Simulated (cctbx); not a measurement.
# Occupancies in Sm2AgGe4Pb2

Cell a = 4.4080 Å, b = 4.4130 Å, c = 23.7940 Å, α = 90.00°, β = 90.00°, γ = 90.00°; space group Amm2 (no. 38); nominal formula Sm2AgGe4Pb2.

The data are simulated with cctbx, not measured: Ag Kα, λ = 0.56087 Å, to d = 0.65 Å, 50 % of the full sphere, strongest reflection 40000 counts, noise from counting, a 4 % proportional error and a noise floor of 8 counts (s.d.); no absorption.

With every site full:

```text
Rint 0.033, 932 unique reflections to 0.65 A
cycle     R1     wR2    GooF  max shift (A)
   1  0.0971  0.2241   5.014   0.00381
   2  0.0188  0.0468   1.046   0.00000
final R1 0.0188 wR2 0.0468 GooF 1.046  parameters 36  data/parameter 25.9
atom        x        y        z      Ueq    occ   su(xyz)  su(Uiso or U11)
Pb1    0.00000  0.00000  0.32651   0.0095  1.000  0.00001  0.0002
Pb2    0.00000  0.00000  0.12322   0.0143  1.000  0.00002  0.0002
Sm2    0.50000  0.50000  0.37955   0.0103  1.000  0.00003  0.0002
Sm3    0.50000  0.00000  0.21986   0.0145  1.000  0.00003  0.0002
Ag1    0.00000  0.00000  0.43817   0.0131  1.000  0.00005  0.0004
Ge1    0.00000  0.50000  0.26204   0.0152  1.000  0.00006  0.0006
Ge2    0.00000  0.00000  0.00660   0.0150  1.000  0.00008  0.0006
Ge3    0.50000  0.50000  0.12232   0.0179  1.000  0.00007  0.0006
Ge4    0.50000  0.50000  0.00903   0.0181  1.000  0.00007  0.0006
difference map: max 1.60 min -1.51 rms 0.28
Q1    0.5000  0.0921  0.8702    4    1.73  0.46 A from Sm2
Q2    0.5000  0.0000  0.8976    2    1.65  0.43 A from Sm2
Q3    0.5000  0.0000  0.5497    2    1.64  0.97 A from Ge4
Q4    0.5000  0.0000  0.2256    2    1.08  0.14 A from Sm3
Q5    0.5000  0.0000  0.8323    2    1.05  1.13 A from Sm2
Q6    0.5000  0.0939  0.1220    4    1.05  1.79 A from Ge3
```

With the occupancies of the suspect sites free, each still typed as its main element:

```text
Rint 0.033, 932 unique reflections to 0.65 A
cycle     R1     wR2    GooF  max shift (A)
   1  0.0428  0.1281   2.870   0.00020
  20  0.0175  0.0431   0.964   0.00004
final R1 0.0175 wR2 0.0430 GooF 0.963  parameters 38  data/parameter 24.5
atom        x        y        z      Ueq    occ   su(xyz)  su(Uiso or U11)
Pb1    0.00000  0.00000  0.32652   0.0090  0.976  0.00001  0.0002
Pb2    0.00000  0.00000  0.12321   0.0145  1.000  0.00002  0.0002
Sm2    0.50000  0.50000  0.37959   0.0111  1.017  0.00003  0.0002
Sm3    0.50000  0.00000  0.21988   0.0147  1.000  0.00003  0.0002
Ag1    0.00000  0.00000  0.43810   0.0136  1.000  0.00005  0.0004
Ge1    0.00000  0.50000  0.26209   0.0155  1.000  0.00006  0.0006
Ge2    0.00000  0.00000  0.00653   0.0149  1.000  0.00007  0.0006
Ge3    0.50000  0.50000  0.12232   0.0181  1.000  0.00006  0.0006
Ge4    0.50000  0.50000  0.00899   0.0184  1.000  0.00007  0.0006
su of occupancy Pb1: 0.003
su of occupancy Sm2: 0.004
difference map: max 0.96 min -1.31 rms 0.25
Q1    0.2041  0.0000  0.1071    4    1.01  0.98 A from Pb2
Q2    0.5000  0.1034  0.8688    4    1.00  0.52 A from Sm2
Q3    0.0000  0.2431  0.3834    4    0.99  1.69 A from Ag1
Q4    0.5000  0.0992  0.1231    4    0.98  1.77 A from Ge3
Q5    0.0000  0.2379  0.5615    4    0.97  1.75 A from Ge2
Q6    0.0000  0.2340  0.7774    4    0.96  1.10 A from Ge1
```

**Question.** What is the disorder?

X-rays count electrons. Pb1 refines to 0.976(0.003), or 80.0 electrons; the site truly holds 0.9 Pb and 0.1 Sm, 80.0 electrons, which is 0.976 of Pb; Sm2 refines to 1.017(0.004), or 63.1 electrons; the site truly holds 0.9 Sm and 0.1 Pb, 64.0 electrons, which is 1.032 of Sm. A value under 1 can't tell vacancies from a lighter guest, and one over 1 needs a heavier guest; chemistry or a second radiation must settle which. Occupancy correlates with U and the scale, and the two elements' form factors differ in shape, so the match is approximate.

Freeing them takes R1 from 0.0188 to 0.0175 and GooF from 1.05 to 0.96.

This is a model crystal, built by substitution and not relaxed, with assumed displacement parameters.

[Middle refinement cycles are left out of these outputs.]

[Logs are printed without paths, hosts, clocks, repeated set-up lines and the standing remarks that a program may print on its own settings, such as how far it seeks lower states.]
